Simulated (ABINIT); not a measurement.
# A GW chain in ABINIT: Sr2H3I (P-3m1), part 3 of 3

Aim: the G0W0 gap of Sr2H3I (P-3m1) on LDA, step by step.

ABINIT 10.8.3; LDA and many-body steps on it, plane waves. Known limits of the many-body steps: not at the basis limit; no spin-orbit coupling; coarse k mesh.

So far. Step 3 (Bands along the symmetry lines): The gap is 1.753 eV, as in the run before at this level. Step 4 (Empty states on the mesh, 3×3×2 mesh, 176 bands): On this mesh the gap is 1.866 eV. The earlier step found 1.753 eV, so this mesh misses an edge.

## Step 5: Screening, 3×3×2 mesh, 160 bands, screening to 130.6 eV

The RPA dielectric matrix is built and inverted for each q.

This step: RPA screening on LDA, plane waves, norm-conserving pseudopotentials.

run.abi

```
acell 3*1.0 Angstrom
rprim 
  4.242728767114 -0.000000000028 0.000000000000
  -2.121364383533 3.674310893702 0.000000000000
  0.000000000000 0.000000000000 7.682747430000
ntypat 3
znucl 38 1 53
natom 6
typat 1 1 2 2 2 3
xred 
  0.666666666667 0.333333333333 0.678655290000
  0.333333333333 0.666666666667 0.321344710000
  0.000000000000 0.000000000000 0.500000000000
  0.666666666667 0.333333333333 0.357251500000
  0.333333333333 0.666666666667 0.642748500000
  0.000000000000 0.000000000000 0.000000000000
pp_dirpath "pseudos"
pseudos "Sr.upf, H.upf, I.upf"
ecut 31
ngkpt 3 3 2
nshiftk 1
shiftk 0 0 0
kptopt 1
chksymbreak 0
istwfk *1
occopt 1
irdwfk 1
optdriver 3
nband 160
ecuteps 4.8
inclvkb 2
awtr 1
symchi 1
indata_prefix "in"
outdata_prefix "out"
tmpdata_prefix "tmp"
```

Launch:

```
OMP_NUM_THREADS=1 mpirun -n 4 abinit run.abi > log
```

Numbers of over 12 decimals in the logs are rounded to 6 here.

The log of the run:

```text
.Version 10.8.3 of ABINIT. v10.8.2 released Aug 2026.

 Symmetries : space group P-3 m 1 (#164); Bravais hP (primitive hexag.)
[... echo of the input left out ...]
== DATASET  1 ==================================================================
-   mpi_nproc: 4, omp_nthreads: 1 (-1 if OMP is not activated)

--- !DatasetInfo
iteration_state: {dtset: 1, }
dimensions: {natom: 6, nkpt: 6, mband: 160, nsppol: 1, nspinor: 1, nspden: 1, mpw: 6684, }
cutoff_energies: {ecut:  31.0, pawecutdg:  -1.0, }
electrons: {nelect:   3.00000000E+01, charge:   0.00000000E+00, occopt:   1.00000000E+00, tsmear:   1.00000000E-02, }

 SCREENING: Calculation of the susceptibility and dielectric matrices

 Based on a program developped by R.W. Godby, V. Olevano, G. Onida, and L. Reining.
 Incorporated in ABINIT by V. Olevano, G.-M. Rignanese, and M. Torrent.
.Using double precision arithmetic ; gwpc =  8

[... cell and pseudopotentials left out ...]
--------------------------------------------------------------------------------

 ==== K-mesh for the wavefunctions ====
 Number of points in the irreducible wedge :     6
[... list of points left out ...]
 Together with 12 symmetry operations and time-reversal symmetry
 yields    18 points in the full Brillouin Zone.

 ==== Q-mesh for the screening function ====
 Number of points in the irreducible wedge :     6
[... list of points left out ...]
 Together with 12 symmetry operations and time-reversal symmetry
 yields    18 points in the full Brillouin Zone.

 setmesh: FFT mesh size selected  =    25x   25x   54
          total number of points  =        33750

 vcoul_init : cutoff-mode = AUXILIARY_FUNCTION
 q-points for optical limit:   1
     1)      0.000010    0.000020    0.000030

- screening: taking advantage of time-reversal symmetry
- Maximum band index for partially occupied states nbvw = 15
- Remaining bands to be divided among processors   nbcw = 145
- Number of bands treated by each node ~36

 Number of electrons calculated from density =   30.0000; Expected =   30.0000
 average of density, n =  0.037118
 r_s =    1.8597
 omega_plasma =   18.5844 [eV]

 calculating chi0 at frequencies [eV] :
  1    0.000000E+00    0.000000E+00
  2    0.000000E+00    1.858442E+01

--------------------------------------------------------------------------------
  q-point number  1        q = ( 0.000000, 0.000000, 0.000000) [r.l.u.]
--------------------------------------------------------------------------------
[... chi0 elements left out ...]
 For q-point:  0.000010 0.000020 0.000030
  dielectric constant =   5.5162
  dielectric constant without local fields =   6.2410

  Average fulfillment of the sum rule on Im[epsilon] for q-point    1 :     86.76  [%]
[... wings left out ...]
  q-point number  2        q = ( 0.333333, 0.000000, 0.000000) [r.l.u.]
--------------------------------------------------------------------------------
[... chi0 elements left out ...]
  Average fulfillment of the sum rule on Im[epsilon] for q-point    2 :     89.63  [%]

 [... 4 further q-points ...]
```

It took 45 s on 4 MPI ranks of Arm Neoverse V1, shared host; peak memory 1.2 GiB; 3 min of CPU time.

Numbers from this step:

* ε∞ with local fields, on this mesh, along the program's q direction: 5.516
* the same without local fields: 6.241
* plasma frequency: 18.58 eV
* plane waves in the screening matrix: 387

Local fields lower ε∞ by 12 %. On a Γ-centred mesh this coarse the value itself is usually too large, while a short band sum pulls it down.

## Step 6: Self-energy, 3×3×2 mesh, 160 bands, screening to 130.6 eV

The self-energy is evaluated for the states that the input lists, and the levels follow from it, in one-shot runs by the linearised quasiparticle equation.

This step: G0W0 on LDA, plane waves, norm-conserving pseudopotentials.

Edit run.abi of step 5 so:

```diff
@@ -27,8 +27,19 @@
 irdwfk 1
-optdriver 3
+optdriver 4
 nband 160
+gwcalctyp 0
+ecutsigx 31
+symsigma 1
+nkptgw 3
+kptgw 
+  0.0000000000 0.0000000000 0.5000000000
+  0.3333333333 0.3333333333 0.0000000000
+  0.0000000000 0.0000000000 0.0000000000
+bdgw 
+  13 18
+  14 17
+  13 18
 ecuteps 4.8
-inclvkb 2
-awtr 1
-symchi 1
+irdscr 1
+ppmodel 1
 indata_prefix "in"
```

The log of the run:

```text
.Version 10.8.3 of ABINIT. v10.8.2 released Aug 2026.

 Symmetries : space group P-3 m 1 (#164); Bravais hP (primitive hexag.)
[... echo of the input left out ...]
== DATASET  1 ==================================================================
-   mpi_nproc: 4, omp_nthreads: 1 (-1 if OMP is not activated)

--- !DatasetInfo
iteration_state: {dtset: 1, }
dimensions: {natom: 6, nkpt: 6, mband: 160, nsppol: 1, nspinor: 1, nspden: 1, mpw: 6684, }
cutoff_energies: {ecut:  31.0, pawecutdg:  -1.0, }
electrons: {nelect:   3.00000000E+01, charge:   0.00000000E+00, occopt:   1.00000000E+00, tsmear:   1.00000000E-02, }

 SIGMA: Calculation of the GW corrections

 Based on a program developped by R.W. Godby, V. Olevano, G. Onida, and L. Reining.
 Incorporated in ABINIT by V. Olevano, G.-M. Rignanese, and M. Torrent.
.Using double precision arithmetic ; gwpc =  8

[... cell and pseudopotentials left out ...]
--------------------------------------------------------------------------------

 ==== K-mesh for the wavefunctions ====
 Number of points in the irreducible wedge :     6
[... list of points left out ...]
 Together with 12 symmetry operations and time-reversal symmetry
 yields    18 points in the full Brillouin Zone.

 ==== Q-mesh for screening function ====
 Number of points in the irreducible wedge :     6
[... list of points left out ...]
 Together with 12 symmetry operations and time-reversal symmetry
 yields    18 points in the full Brillouin Zone.

 vcoul_init : cutoff-mode = AUXILIARY_FUNCTION
 q-points for optical limit:   1
     1)      0.000010    0.000020    0.000030
 setmesh: FFT mesh size selected  =    36x   36x   75
          total number of points  =        97200

 Number of electrons calculated from density =   30.0000; Expected =   30.0000
 average of density, n =  0.037118
 r_s =    1.8597
 omega_plasma =   18.5844 [eV]

 === KS Band Gaps ===
  >>>> For spin  1
   Minimum direct gap =   2.3194 [eV], located at k-point      :   0.0000  0.0000  0.5000
   Fundamental gap    =   1.8666 [eV], Top of valence bands at :   0.0000  0.0000  0.5000
                                       Bottom of conduction at :   0.3333  0.3333  0.0000
 SIGMA fundamental parameters:
 PLASMON POLE MODEL  1
 number of plane-waves for SigmaX                 6655
 number of plane-waves for SigmaC and W            387
 number of plane-waves for wavefunctions          6655
 number of bands                                   160
 number of independent spin polarizations            1
 number of spinorial components                      1
 number of k-points in IBZ                           6
 number of q-points in IBZ                           6
 number of symmetry operations                      12
 number of k-points in BZ                           18
 number of q-points in BZ                           18
 number of frequencies for dSigma/dE                 9
 frequency step for dSigma/dE [eV]                0.25
 number of omega for Sigma on real axis              0
 max omega for Sigma on real axis  [eV]           0.00
 zcut for avoiding poles [eV]                     0.10

 EPSILON^-1 parameters (SCR file):
 dimension of the eps^-1 matrix on file            387
 dimension of the eps^-1 matrix used               387
 number of plane-waves for wavefunctions          6655
 number of bands                                   160
 number of q-points in IBZ                           6
 number of frequencies                               2
 number of real frequencies                          1
 number of imag frequencies                          1

 matrix elements of self-energy operator (all in [eV])

 Perturbative Calculation

--- !SelfEnergy_ee
iteration_state: {dtset: 1, }
kpoint     : [   0.000,    0.000,    0.500, ]
spin       : 1
KS_gap     :    2.319
QP_gap     :    3.966
Delta_QP_KS:    1.646
data: !SigmaeeData |
     Band     E0 <VxcDFT>   SigX SigC(E0)      Z dSigC/dE  Sig(E)    E-E0       E
       13   2.488 -11.332 -14.038   1.701   0.800  -0.251 -12.136  -0.804   1.685
       14   2.488 -11.332 -14.038   1.701   0.800  -0.251 -12.136  -0.804   1.685
       15   4.994 -10.962 -13.383   1.417   0.783  -0.277 -11.748  -0.786   4.208
       16   7.314  -8.552  -3.978  -3.534   0.827  -0.209  -7.692   0.860   8.174
       17   7.435  -9.944  -4.921  -3.651   0.817  -0.224  -8.823   1.121   8.555
       18   7.435  -9.944  -4.921  -3.651   0.817  -0.224  -8.823   1.121   8.555

--- !SelfEnergy_ee
iteration_state: {dtset: 1, }
kpoint     : [   0.333,    0.333,    0.000, ]
spin       : 1
KS_gap     :    4.518
QP_gap     :    6.375
Delta_QP_KS:    1.857
data: !SigmaeeData |
     Band     E0 <VxcDFT>   SigX SigC(E0)      Z dSigC/dE  Sig(E)    E-E0       E
       14   2.342 -11.098 -14.353   2.118   0.780  -0.282 -11.984  -0.887   1.456
       15   2.342 -11.098 -14.353   2.118   0.780  -0.282 -11.984  -0.887   1.456
       16   6.861  -9.238  -4.493  -3.561   0.820  -0.220  -8.268   0.970   7.831
       17   6.861  -9.238  -4.493  -3.561   0.820  -0.220  -8.268   0.970   7.831

--- !SelfEnergy_ee
iteration_state: {dtset: 1, }
kpoint     : [   0.000,    0.000,    0.000, ]
spin       : 1
KS_gap     :    2.689
QP_gap     :    4.365
Delta_QP_KS:    1.676
data: !SigmaeeData |
     Band     E0 <VxcDFT>   SigX SigC(E0)      Z dSigC/dE  Sig(E)    E-E0       E
       13   2.504 -11.350 -14.075   1.712   0.800  -0.251 -12.160  -0.810   1.694
       14   2.504 -11.350 -14.075   1.712   0.800  -0.251 -12.160  -0.810   1.694
       15   4.879 -10.752 -13.087   1.368   0.783  -0.276 -11.510  -0.758   4.121
       16   7.567  -9.019  -4.311  -3.592   0.822  -0.216  -8.101   0.918   8.485
       17   7.653 -10.364  -5.050  -3.803   0.814  -0.228  -9.134   1.230   8.883
       18   7.653 -10.364  -5.050  -3.803   0.814  -0.228  -9.134   1.230   8.883

== END DATASET(S) ==============================================================
================================================================================

 -outvars: echo values of variables after computation  --------
           etotal      0.0000000000E+00
            nband         160
             nkpt           6
          spgroup         164
 [... the other variables as echoed above ...]

 Calculation completed.
```

Run time: 34 s. Hardware: 4 MPI ranks; peak memory 1.2 GiB.

Numbers from this step:

```
G0W0 gap on the points computed              : 3.623 eV
starting gap on the mesh                     : 1.866 eV
k of the valence top                         : 0, 0, 0.5
k of the conduction bottom                   : 0.3333, 0.3333, 0
Z at the valence top                         : 0.783
Z at the conduction bottom                   : 0.82
least direct G0W0 gap on the computed points : 3.966 eV
```

The gap on the mesh goes from 1.87 eV to 3.62 eV, a correction of +1.76 eV. The start differs from the 1.75 eV found before because the two sample other k points.

Limits: finite bands, cutoff and mesh; no spin-orbit coupling; coarse k mesh. v1 is the top filled band, c1 the lowest empty one. The levels before and after the correction (eV, zero at the valence-band top of each column):

```csv
,conduction bottom,valence top
Kohn-Sham,1.87,0.00
G0W0,3.62,0.00
```

|  | level | energy (eV) |
| --- | --- | --- |
| Kohn-Sham | (0 0 0.5) v3-v2 | -2.506 |
| Kohn-Sham | (0 0 0.5) v1 | 0.000 |
| Kohn-Sham | (0 0 0.5) c1 | 2.320 |
| Kohn-Sham | (0 0 0.5) c2-c3 | 2.441 |
| Kohn-Sham | (0.333 0.333 0) v2-v1 | -2.652 |
| Kohn-Sham | (0.333 0.333 0) c1-c2 | 1.866 |
| G0W0 | (0 0 0.5) v3-v2 | -2.523 |
| G0W0 | (0 0 0.5) v1 | 0.000 |
| G0W0 | (0 0 0.5) c1 | 3.966 |
| G0W0 | (0 0 0.5) c2-c3 | 4.347 |
| G0W0 | (0.333 0.333 0) v2-v1 | -2.752 |
| G0W0 | (0.333 0.333 0) c1-c2 | 3.623 |

## Step 7: Where the time went

Times are wall times on 4 MPI ranks of Arm Neoverse V1, shared host, good to a factor of about two.

```csv
step,time,share,memory (GiB)
ground state,44 s,15 %,0.42
bands along the symmetry lines,72 s,24 %,0.46
empty states on the mesh,98 s,33 %,0.44
screening,45 s,15 %,1.2
self-energy,34 s,11 %,1.2
```

## Step 8: Summary of results

```json
{"LDA gap": "1.75 eV, indirect", "G0W0 gap on the mesh": "3.62 eV", "G0W0 gap over the zone (rigid shift)": "3.51 eV", "GW settings": "3×3×2 mesh, 160 bands, screening to 130.6 eV, Godby-Needs plasmon pole", "known limits": "not at the basis limit; no spin-orbit coupling; coarse k mesh"}
```

**Reading.** G0W0 moves the gap on the mesh from 1.87 eV to 3.62 eV (+1.76 eV), with Z of 0.78 and 0.82 at the edges. The mesh misses the band edges by 0.11 eV in all; a rigid shift gives 3.51 eV for the zone. Local fields lower the RPA ε∞ on this mesh from 6.24 to 5.52; a Γ-centred mesh this coarse tends to raise both, most where the direct gap is narrow, while a short band sum lowers them. Only 3 of the mesh's irreducible points were corrected, so a valley elsewhere could overtake. Bands and cutoff are finite, so the gap is not at the basis limit. The miss can reach some tenths of an eV and take either sign; the mesh is an error of its own. In the G0W0 run levels were corrected at 3 k points alone, so a gap called «on the mesh» is the least over those, and an edge elsewhere would be missed. A denser mesh or path gives a starting gap of 1.75 eV: the GW mesh misses a band edge, so its gaps are not the fundamental one. The 3×3×2 mesh is coarse for this cell, which bears on the long-range parts of exchange and screening. The many-body steps are scalar-relativistic: spin-orbit coupling is not in them.

[Paths, hosts, dates, memory and timing lines, banners, echoed tables and standing remarks are left out of the program output.]

[Logs are printed without paths, hosts, clocks, repeated set-up lines and the standing remarks that a program may print on its own settings, such as how far it seeks lower states.]

[Runs of the session that timed out or met a known fault of the program may be left out.]

[Hosts, paths, dates, database ids (printed as entryN), source tags and the programs' standing remarks are cut or masked in the printed files.]

[G0W0 gaps are taken among the corrected bands and points alone; a level outside them can change the order at an edge.]

[Where Ansatz stands beside ABINIT at settings called matched, ABINIT's density can come from a denser mesh and the files from another edition; pairs whose starting gaps differed by over 0.03 eV were left out, so agreement reads better than it is.]
